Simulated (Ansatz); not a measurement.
# C on Ti(0001): change of the work function, part 3 of 4

How does C on the fcc site change the work function of Ti(0001) as the layer fills?

Ansatz 0.2.0; plane-wave DFT, PBE, Ansatz PAW (set soft_1); PAW set soft_1.

So far, work function, upper face (eV): step 2 (the clean slab) 4.37; step 3 (37 atoms, coverage 0.111 ML, cell 3x3) 4.59.

### 4. Adsorbate added, k-mesh 6×6×1, coverage 0.25 ML

System of this step: C/Ti(0001). The cell holds 17 atoms: 16 Ti and 1 C. Its edges and angles: a = 5.900 Å, b = 5.900 Å, c = 26.655 Å, α = 90.0°, β = 90.0°, γ = 60.0°. Vacuum lies along c.

Another coverage, to see how the dipoles act on each other as their distance changes.

File input.yaml:

```yaml
crystal:
  lattice:
    - [5.9, 0.0, 0.0]
    - [2.95, 5.1095498824, 0.0]
    - [0.0, 0.0, 26.6551368813]
  atoms:
    - { symbol: Ti, position: [0.3333333333, 0.3333333333, 0.337645987] }
    - { symbol: Ti, position: [0.0, 0.0, 0.4255202308] }
    - { symbol: Ti, position: [0.3333333333, 0.3333333333, 0.5159374524] }
    - { symbol: Ti, position: [0.0, 0.0, 0.5972879136] }
    - { symbol: Ti, position: [0.3333333333, 0.8333333333, 0.337645987] }
    - { symbol: Ti, position: [0.0, 0.5, 0.4255202308] }
    - { symbol: Ti, position: [0.3333333333, 0.8333333333, 0.5159374524] }
    - { symbol: Ti, position: [0.0, 0.5, 0.5972879136] }
    - { symbol: Ti, position: [0.8333333333, 0.3333333333, 0.337645987] }
    - { symbol: Ti, position: [0.5, 0.0, 0.4255202308] }
    - { symbol: Ti, position: [0.8333333333, 0.3333333333, 0.5159374524] }
    - { symbol: Ti, position: [0.5, 0.0, 0.5972879136] }
    - { symbol: Ti, position: [0.8333333333, 0.8333333333, 0.337645987] }
    - { symbol: Ti, position: [0.5, 0.5, 0.4255202308] }
    - { symbol: Ti, position: [0.8333333333, 0.8333333333, 0.5159374524] }
    - { symbol: Ti, position: [0.5, 0.5, 0.5972879136] }
    - { symbol: C, position: [0.1666666667, 0.1666666667, 0.662354013] }
kpoints:
  mp_grid: { grid: [6, 6, 1] }
hamiltonian:
  xc: pbe
  pseudopotentials: { kind: paw, azcp: { folder: soft_1 } }
scf:
  occupations: { method: fermi_dirac, width: 0.1 }
  convergence: { dr2_threshold: 1.0e-08 }
efield:
  axis: 3
  dipole_correction: true
  ramp_position: 0.97
  ramp_width: 0.06
relax:
  f_tol: 0.02
  max_steps: 60
  constraints: [{ sites: [0, 1, 4, 5, 8, 9, 12, 13] }]
output:
  dos: { projected: true, e_range: [-8, 4] }
  write_potential: true
  write_density: true
  volumetric_format: npy
  elf: true
```

Run with:

```console
ansatz run input.yaml --threads 4 --pin off --max-ram 16384MiB --backend cpu --events-out ev --progress --plain --runs-dir out
```

Numbers of over 12 decimals in the logs are rounded to 6 here.

What it wrote:

```text
[...]
Crystal: 17 atoms, lattice volume = 803.555 Å³
Basis set: ecut = 420 eV, 15581 PW (Γ), exchange–correlation on 80×80×360 points (8 copies of the dense FFT grid, shifted against one another)
Bands: 118, of which v1, the nominal top of the filled ones, is band 98 counted from 1 (97 counted from 0)
Symmetry: 6 space group operations
[...]
k-points: 7 of 36 (time reversal used)
[...]
SCF iter   1: F=—  HF=-40247.991642 eV  |F-HF|=—  |Δ(HF+E_count)|=         —  Δρ=5.26e-2  dr2=2.47e2  ethr=3.10e-3  p=-0.000 e·Å  D=-2.38e-8 V/Å  ΔV_dip=0.00 eV  dr2_dipole=4.07e1  V_vac-E_F(+/−)=8.01/8.01 eV  ⟨swp⟩=10.9  Hψ=4095  notcnv=0
[...]
SCF iter  14: F=-40236.020637 eV  HF=-40236.020637 eV  |F-HF|=7.96e-9  |Δ(HF+E_count)|=   6.02e-7  Δρ=3.81e-7  dr2=1.27e-9  ethr=5.10e-12  p=-0.235 e·Å  D=-5.30e-2 V/Å  ΔV_dip=1.41 eV  dr2_dipole=5.60e-13  V_vac-E_F(+/−)=5.82/4.41 eV  ⟨swp⟩=20.7  Hψ=9390  notcnv=0
SCF 1 converged in 14 iterations: F = -40236.020637 eV  dr2 = 1.27e-9
  Residual-converged pass: ⟨swp⟩=1.6  Hψ=859  notcnv=0  max |occ|·‖R‖ = 7.1e-9 eV (tolerance 1.0e-8 eV)  dr2=1.27e-9  dr2_onsite=6.53e-11  max |Δocc| = 2.8e-11
[...]
relax step   1: F+E_penalty+E_count = -40236.02063720 eV  Δ(F+E_penalty+E_count) = +0.000e0 eV  max|allowed force component| = 4.506e0 eV/Å  Δτ_max = 0.0000 Å  (14 SCF iters, accepted)
[...]
SCF iter  10: F=-40237.334992 eV  HF=-40237.334992 eV  |F-HF|=5.14e-9  |Δ(HF+E_count)|=   5.72e-8  Δρ=5.66e-7  dr2=3.98e-9  ethr=5.10e-12  p=-0.189 e·Å  D=-4.25e-2 V/Å  ΔV_dip=1.13 eV  dr2_dipole=2.11e-11  V_vac-E_F(+/−)=5.55/4.41 eV  ⟨swp⟩=14.1  Hψ=7160  notcnv=0
SCF 2 converged in 10 iterations: F = -40237.334992 eV  dr2 = 3.98e-9
[...]
relax step   2: F+E_penalty+E_count = -40237.33499199 eV  Δ(F+E_penalty+E_count) = -1.314e0 eV  max|allowed force component| = 3.988e0 eV/Å  Δτ_max = 0.1949 Å  (10 SCF iters, accepted)
[...]
SCF iter  10: F=-40238.136084 eV  HF=-40238.136084 eV  |F-HF|=1.26e-8  |Δ(HF+E_count)|=   3.09e-8  Δρ=5.09e-7  dr2=2.52e-9  ethr=1.00e-12  p=-0.127 e·Å  D=-2.87e-2 V/Å  ΔV_dip=0.76 eV  dr2_dipole=1.61e-10  V_vac-E_F(+/−)=5.18/4.41 eV  ⟨swp⟩=10.4  Hψ=5612  notcnv=0
SCF 3 converged in 10 iterations: F = -40238.136084 eV  dr2 = 2.52e-9
[...]
relax step   3: F+E_penalty+E_count = -40238.13608355 eV  Δ(F+E_penalty+E_count) = -8.011e-1 eV  max|allowed force component| = 1.939e0 eV/Å  Δτ_max = 0.1950 Å  (10 SCF iters, accepted)
[...]
relax step   4: F+E_penalty+E_count = -40238.37641597 eV  Δ(F+E_penalty+E_count) = -2.403e-1 eV  max|allowed force component| = 3.146e-1 eV/Å  Δτ_max = 0.1939 Å  (10 SCF iters, accepted)
[...]
relax step   5: F+E_penalty+E_count = -40238.39961417 eV  Δ(F+E_penalty+E_count) = -2.320e-2 eV  max|allowed force component| = 6.836e-2 eV/Å  Δτ_max = 0.1373 Å  (10 SCF iters, accepted)
[...]
relax step   6: F+E_penalty+E_count = -40238.40397682 eV  Δ(F+E_penalty+E_count) = -4.363e-3 eV  max|allowed force component| = 2.029e-2 eV/Å  Δτ_max = 0.0345 Å  (9 SCF iters, accepted)
SCF iter   1: F=—  HF=-40238.403968 eV  |F-HF|=—  |Δ(HF+E_count)|=         —  Δρ=2.48e-4  dr2=3.65e-3  ethr=1.70e-5  p=-0.082 e·Å  D=-1.85e-2 V/Å  ΔV_dip=0.49 eV  dr2_dipole=2.11e-4  V_vac-E_F(+/−)=4.91/4.42 eV  ⟨swp⟩=2.1  Hψ=1057  notcnv=0
[...]
SCF iter   7: F=-40238.404057 eV  HF=-40238.404057 eV  |F-HF|=3.65e-9  |Δ(HF+E_count)|=   2.05e-8  Δρ=3.13e-7  dr2=1.46e-9  ethr=5.10e-12  p=-0.083 e·Å  D=-1.86e-2 V/Å  ΔV_dip=0.50 eV  dr2_dipole=2.72e-11  V_vac-E_F(+/−)=4.91/4.42 eV  ⟨swp⟩=9.9  Hψ=4833  notcnv=0
SCF 7 converged in 7 iterations: F = -40238.404057 eV  dr2 = 1.46e-9
relax step   7: F+E_penalty+E_count = -40238.40405700 eV  Δ(F+E_penalty+E_count) = -8.018e-5 eV  max|allowed force component| = 3.838e-3 eV/Å  Δτ_max = 0.0023 Å  (7 SCF iters, accepted)
[...]
SCF converged after 7 iterations
Free energy (F): -40238.404057 eV
[...]
Internal energy: -40237.461680 eV  (E = F + TS)
E sigma→0 (E₀):  -40237.932868 eV
Entropy (-TS):   -0.942377 eV (-55.434 meV/atom)
Fermi energy:    1.750492 eV
Dipole field:    D = -0.018586 V/Å  (p = -0.082536 e·Å, saw-weighted, corrected)
Work function:   Φ+ = 4.9121 eV   Φ− = 4.4167 eV
[...]
--- Forces (eV/Å), atoms counted from 1 ---
  atom   1  Ti    -0.01594258    -0.00920445     0.57682437
  atom   2  Ti     0.00419866     0.00242410    -0.56190000
  atom   3  Ti     0.00003417     0.00001973    -0.00067767
  atom   4  Ti    -0.00042713    -0.00024660    -0.00143417
  atom   5  Ti     0.00000000     0.01840891     0.57682437
  atom   6  Ti    -0.00000000    -0.00484820    -0.56190000
  atom   7  Ti     0.00000000    -0.00003946    -0.00067767
  atom   8  Ti    -0.00000000     0.00049320    -0.00143417
  atom   9  Ti     0.01594258    -0.00920445     0.57682437
  atom  10  Ti    -0.00419866     0.00242410    -0.56190000
  atom  11  Ti    -0.00003417     0.00001973    -0.00067767
  atom  12  Ti     0.00042713    -0.00024660    -0.00143417
  atom  13  Ti     0.00000000     0.00000000     0.57303261
  atom  14  Ti    -0.00000000    -0.00000000    -0.61911976
  atom  15  Ti     0.00000000     0.00000000     0.00074814
  atom  16  Ti     0.00000000    -0.00000000     0.00306103
  atom  17  C     -0.00000000    -0.00000000     0.00383838
  max |Σ_I F_I| component: 1.99e-6 eV/Å
--- Band table (eV; the first three rows and the last of 7) ---
  k-point 0: bands = [... 94 lower, 1.9560, 1.9560, 1.9808, 2.1206, 2.2712, 2.3055, 2.3055, 2.4131, ... 16 higher]
  k-point 1: bands = [... 94 lower, 1.8690, 1.9168, 1.9381, 1.9570, 2.1046, 2.1651, 2.1876, 2.2648, ... 16 higher]
  k-point 2: bands = [... 94 lower, 1.5461, 1.7276, 1.7506, 1.7771, 1.8261, 1.9101, 1.9384, 2.0176, ... 16 higher]
  k-point 6: bands = [... 94 lower, 1.3234, 1.3427, 1.4138, 1.5306, 1.5559, 1.6366, 1.6505, 1.6920, ... 16 higher]
--- Relaxed structure (7 steps of the walk, 7 accepted, 0 SCFs on fresh bases) ---
  F+E_penalty+E_count = -40238.40405700 eV   max|allowed force component| = 3.838e-3 eV/Å
  atoms:
    - { symbol: Ti, position: [0.333333, 0.333333, 0.337646] }
    - { symbol: Ti, position: [2.6667121670171395e-17, 2.66671216701714e-17, 0.425520] }
    - { symbol: Ti, position: [0.338046, 0.338046, 0.515401] }
    - { symbol: Ti, position: [0.00082209, 0.00082209, 0.599489] }
    - { symbol: Ti, position: [0.333333, 0.833333, 0.337646] }
    - { symbol: Ti, position: [5.551115123125783e-17, 0.5, 0.425520] }
    - { symbol: Ti, position: [0.338046, 0.823908, 0.515401] }
    - { symbol: Ti, position: [0.00082209, 0.498356, 0.599489] }
    - { symbol: Ti, position: [0.833333, 0.333333, 0.337646] }
    - { symbol: Ti, position: [0.5, 2.66671216701714e-17, 0.425520] }
    - { symbol: Ti, position: [0.823908, 0.338046, 0.515401] }
    - { symbol: Ti, position: [0.498356, 0.00082209, 0.599489] }
    - { symbol: Ti, position: [0.833333, 0.833333, 0.337646] }
    - { symbol: Ti, position: [0.500000, 0.5, 0.425520] }
    - { symbol: Ti, position: [0.833333, 0.833333, 0.513051] }
    - { symbol: Ti, position: [0.500000, 0.5, 0.600277] }
    - { symbol: C, position: [0.166667, 0.166667, 0.636158] }
```

Run time: 2.8 min. Hardware: 4 threads of Arm Neoverse V1, shared host; peak memory 2.3 GiB; 11 min of CPU time.

The steps of the relaxation:

```csv
step,energy less that of the first step (eV),largest force component (eV/Å)
1,0.0000,4.5058
2,-1.3144,3.9879
3,-2.1154,1.9393
4,-2.3558,0.3146
5,-2.3790,0.0684
6,-2.3833,0.0203
7,-2.3834,0.0038
```

Forces are held to the 6 operations that the run works with; a distortion that breaks them can't arise in this run.

The atoms that moved most (Å):

```csv
atom,dx,dy,dz,length
C17,0.000,0.000,-0.698,0.698
Ti16,0.000,0.000,0.080,0.080
Ti15,0.000,0.000,-0.077,0.077
Ti12,-0.007,0.004,0.059,0.059
Ti4,0.007,0.004,0.059,0.059
Ti8,0.000,-0.008,0.059,0.059
Ti11,-0.042,0.024,-0.014,0.050
Ti7,0.000,-0.048,-0.014,0.050
```

The relaxed structure:

```cif
data_structure
_symmetry_space_group_name_H-M 'P 1'
_symmetry_Int_Tables_number 1
_cell_length_a 5.9000
_cell_length_b 5.9000
_cell_length_c 26.6551
_cell_angle_alpha 90.000
_cell_angle_beta 90.000
_cell_angle_gamma 60.000
_cell_volume 803.55
loop_
_atom_site_label
_atom_site_type_symbol
_atom_site_fract_x
_atom_site_fract_y
_atom_site_fract_z
_atom_site_occupancy
Ti1 Ti 0.33333 0.33333 0.33765 1
Ti2 Ti 0.00000 0.00000 0.42552 1
Ti3 Ti 0.33805 0.33805 0.51540 1
Ti4 Ti 0.00082 0.00082 0.59949 1
Ti5 Ti 0.33333 0.83333 0.33765 1
Ti6 Ti 0.00000 0.50000 0.42552 1
Ti7 Ti 0.33805 0.82391 0.51540 1
Ti8 Ti 0.00082 0.49836 0.59949 1
Ti9 Ti 0.83333 0.33333 0.33765 1
Ti10 Ti 0.50000 0.00000 0.42552 1
Ti11 Ti 0.82391 0.33805 0.51540 1
Ti12 Ti 0.49836 0.00082 0.59949 1
Ti13 Ti 0.83333 0.83333 0.33765 1
Ti14 Ti 0.50000 0.50000 0.42552 1
Ti15 Ti 0.83333 0.83333 0.51305 1
Ti16 Ti 0.50000 0.50000 0.60028 1
C17 C 0.16667 0.16667 0.63616 1
```

Numbers from this step:

```
energy at zero smearing        : -40237.9329 eV
work function, upper face      : 4.912 eV
work function, lower face      : 4.417 eV
dipole along the normal        : -0.08254 e·Å
step between the vacuum levels : 0.4954 eV
```

The density of states has structure finer than the step of the table below, so its rows give means over 0.25 eV, whole bins alone (the curve runs from -8 to 0.81 eV). Peaks (eV: height): -1.290: 41.8, -0.960: 48.3, -0.750: 40.2, -0.690: 43.0, -0.570: 56.8, 0.360: 42.1, 0.660: 46.1.

Density of states against energy, zero at the Fermi level; means over each step:

energy (eV), density of states (states/eV a cell) and a bar:
```
    -6.00        0.0 
    -5.75        0.0 
    -5.50        1.0 #
    -5.25        1.2 #
    -5.00        1.2 #
    -4.75        1.3 #
    -4.50        2.6 ##
    -4.25        2.5 ##
    -4.00        3.3 ###
    -3.75        2.7 ##
    -3.50        3.5 ###
    -3.25        4.4 ####
    -3.00        7.9 #######
    -2.75        9.5 ########
    -2.50       13.6 ############
    -2.25       17.1 ###############
    -2.00       18.2 ################
    -1.75       19.3 #################
    -1.50       13.9 ############
    -1.25       26.4 #######################
    -1.00       24.7 ######################
    -0.75       28.8 #########################
    -0.50       25.6 ######################
    -0.25       19.1 #################
     0.00       30.8 ###########################
     0.25       34.2 ##############################
     0.50       28.2 #########################
```

Projected DOS per atom over height of the atomic layer and energy from the Fermi level. Layers: Ti4 Ti4 Ti4 Ti4 C from below.

Ten even steps from '0' (0.00 states/eV) to '9' (2.70 states/eV), each cell a mean:
```
96550
95570
83341
55661
55542
34433
34423
24337
12237
11112
00000
00000
00000
00000
00000
00000
00000
00000
00000
00000
00000
00000
```
Columns: height of the atomic layer (Å) from 9 to 17.0 (not evenly spaced); rows upwards: energy from the Fermi level (eV) from -7.96 to 0.745.

Valence density in the ca plane at fractional y = 0.000, with atoms of Ti within 0.2 Å of it. It is the smooth field of the valence electrons, not physical close to the nuclei.

Ten steps, logarithmic in the rise over the least value, from '0' (0 e/Å³) to '9' (11 e/Å³), each cell a mean:
```
12222258985222222237997310000000000000000000
12222236653222222224664210000000000000000000
23322223322222332222332100000000000000000000
24432222222223432222221100000000000000000000
23322222222222332222222100000000000000000000
22222224542222222223443100000000000000000000
12222247874222222226886310000000000000000000
12222269996222222237998410000000000000000000
12222258985222222237997411000000000000000000
12222236653222222224665321000000000000000000
23322223322122222222333332100000000000000000
24432222222122332222233332100000000000000000
23322222222122332222233332100000000000000000
22222224542212222223554321000000000000000000
12222247874222222236886321000000000000000000
12222269995222222237998410000000000000000000
```
Columns run along c (16.0 Å, from fractional 0.32 to 0.92 of the cell), rows up along a (5.9 Å). Atoms in or near the plane, at fractional coordinates: Ti at (0.43, 0.00), Ti at (0.60, 0.00), Ti at (0.43, 0.50), Ti at (0.60, 0.50).

Electrostatic potential energy in the ca plane at fractional y = 0.000, with atoms of Ti within 0.2 Å of it. With pseudopotentials it is smooth inside the atoms' cores, unlike the true potential.

Values in eV, 9 rows by 16 columns, each cell a mean:
```
  1   2 -24 -28   1   2  -4 -34 -15   5   6   7   7   7   6   6
 -9  -2  -3  -4  -1  -9   0  -6   0   5   6   6   7   7   6   6
-11  -3   0  -1  -1 -12   1  -2   2   5   6   6   7   6   6   6
  0   1 -20 -25   0   0  -3 -30 -12   5   6   7   7   7   6   6
  3   2 -29 -33   0   3  -6 -38 -19   5   7   7   7   7   6   6
 -3   0 -13 -16   1  -1  -1 -21  -6   6   7   7   7   7   6   6
-13  -3   2   1   0 -11   1   1   1   6   7   7   7   7   6   6
 -5   0  -8 -11   1  -4   0 -14  -4   6   7   7   7   7   6   6
  2   2 -28 -32   1   3  -5 -38 -18   5   7   7   7   7   6   6
```
Columns run along c (16.0 Å, from fractional 0.32 to 0.92 of the cell; values clipped at the 3rd and 97th percentile), rows up along a (5.9 Å). Atoms in or near the plane, at fractional coordinates: Ti at (0.43, 0.00), Ti at (0.60, 0.00), Ti at (0.43, 0.50), Ti at (0.60, 0.50).

ELF in the ca plane at fractional y = 0.000, with atoms of Ti within 0.2 Å of it. It is the smooth field of the valence electrons, not physical close to the nuclei.

Ten even steps from '0' (0.00) to '9' (0.85), each cell a mean:
```
55675258884256677427888300000000000000000000
22234225752233223313664101000000000000000000
12112321212321111231111233210000000000000000
13212553235411321244224554310000000000000000
12212432123411221242122444210000000000000000
11123213431331112321332111100000000000000000
43455237873245456415886200000000000000000000
77785268785257888427778300000000000000000000
55675258884256778527887212210000000000000000
22234225752243234413663356531000000000000000
12112321212321111331124798742100000000000000
13212453235521221243248999752100000000000000
12212432123421111232236999752100000000000000
11123213431232122322333578642000000000000000
43455247873245556525886224421000000000000000
77785268785257888527778301110000000000000000
```
Columns run along c (16.0 Å, from fractional 0.32 to 0.92 of the cell), rows up along a (5.9 Å). Atoms in or near the plane, at fractional coordinates: Ti at (0.43, 0.00), Ti at (0.60, 0.00), Ti at (0.43, 0.50), Ti at (0.60, 0.50).

The relaxation took 7 steps and lowered the energy by 2.4 eV; the largest force on the free atoms ends at 0.0038 eV/Å.

By hand: a sheet of dipoles makes a step −p/(ε₀A) in the electron's potential. With e/ε₀ = 180.95 V·Å, p = -0.08254 e·Å and A = 30.15 Å², that is −180.95 × (-0.08254) / 30.15 = +0.495 eV, and the two vacuum levels of the run differ by +0.495 eV.

The covered face has 4.91 eV, +0.54 eV against the clean one; the bare back face has moved by -0.01 eV, a measure of how thin the slab is.

### 5. The covered slab, k-mesh 6×6×1, coverage 0.5 ML

System of this step: C/Ti(0001). The cell holds 18 atoms: 16 Ti and 2 C. Cell: a = 5.900 Å, b = 5.900 Å, c = 26.655 Å, α = 90.0°, β = 90.0°, γ = 60.0°. Vacuum lies along c.

Another coverage, to see how the dipoles act on each other as their distance changes.

Changes to input.yaml since step 4:

```diff
@@ -23,2 +23,3 @@
     - { symbol: C, position: [0.1666666667, 0.1666666667, 0.662354013] }
+    - { symbol: C, position: [0.6666666667, 0.1666666667, 0.662354013] }
 kpoints:
```

What it wrote:

```text
[...]
Crystal: 18 atoms, lattice volume = 803.555 Å³
Basis set: ecut = 420 eV, 15581 PW (Γ), exchange–correlation on 80×80×360 points (8 copies of the dense FFT grid, shifted against one another)
Bands: 120, of which v1, the nominal top of the filled ones, is band 100 counted from 1 (99 counted from 0)
Symmetry: 4 space group operations
[...]
- { symbol: Ti, position: [0.011047, 0.477907, 0.604779] }
[...]
- { symbol: Ti, position: [0.83333333335, 0.833333, 0.337646] }
    - { symbol: Ti, position: [0.500000, 0.5, 0.425520] }
    - { symbol: Ti, position: [0.833978, 0.832044, 0.511581] }
    - { symbol: Ti, position: [0.511047, 0.477907, 0.604779] }
    - { symbol: C, position: [0.179997, 0.140007, 0.636651] }
    - { symbol: C, position: [0.679997, 0.140007, 0.636651] }
[key lines of the parts left out:]
SCF converged after 7 iterations
Free energy (F): -40488.264700 eV
Fermi energy:    1.698145 eV
Dipole field:    D = -0.034750 V/Å  (p = -0.154317 e·Å, saw-weighted, corrected)
Work function:   Φ+ = 5.3257 eV   Φ− = 4.3994 eV
```

Elapsed: 6.2 min, on 4 threads; peak memory 2.7 GiB.

The steps of the relaxation:

```csv
step,energy less that of the first step (eV),largest force component (eV/Å)
1,0.0000,3.6395
2,-2.4580,3.4767
3,-4.2057,1.8128
4,-4.5809,0.8105
5,-4.6535,0.2736
6,-4.6705,0.3220
7,-4.6858,0.0218
8,-4.6863,0.0084
```

Forces are held to the 4 operations that the run works with; a distortion that breaks them can't arise in this run.

The atoms that moved most (Å):

```csv
atom,dx,dy,dz,length
C18,0.000,-0.136,-0.685,0.699
C17,0.000,-0.136,-0.685,0.699
Ti8,0.000,-0.113,0.200,0.229
Ti16,0.000,-0.113,0.200,0.229
Ti12,0.000,-0.100,0.113,0.150
Ti4,0.000,-0.100,0.113,0.150
Ti7,0.000,-0.007,-0.116,0.116
Ti15,0.000,-0.007,-0.116,0.116
```

The relaxed structure:

```
Ti C
1.0
     5.90000    0.00000    0.00000
     2.95000    5.10955    0.00000
     0.00000    0.00000   26.65514
Ti C
16 2
Direct
  0.33333 0.33333 0.33765
  0.00000 0.00000 0.42552
  0.32623 0.34754 0.51389
  0.00976 0.98047 0.60151
  0.33333 0.83333 0.33765
  0.00000 0.50000 0.42552
  0.33398 0.83204 0.51158
  0.01105 0.47791 0.60478
  0.83333 0.33333 0.33765
  0.50000 0.00000 0.42552
  0.82623 0.34754 0.51389
  0.50976 0.98047 0.60151
  0.83333 0.83333 0.33765
  0.50000 0.50000 0.42552
  0.83398 0.83204 0.51158
  0.51105 0.47791 0.60478
  0.18000 0.14001 0.63665
  0.68000 0.14001 0.63665
```

(Part 3 of 4 ends here.)

[Logs are printed without paths, hosts, clocks, repeated set-up lines and the standing remarks that a program may print on its own settings, such as how far it seeks lower states.]

[Hosts, paths, dates, database ids (printed as entryN), source tags and the programs' standing remarks are cut or masked in the printed files.]

[Maps of the electrostatic potential energy from Ansatz leave out the sawtooth potential of an applied field or a dipole correction, so their vacuum need not be flat; planar profiles and work functions include it.]

[The density of states shown here was stored with 400 of the rows of the run's finer table, so its peaks can read low, often by over a quarter, or be missed, and its means over a window can be off by a tenth or more.]
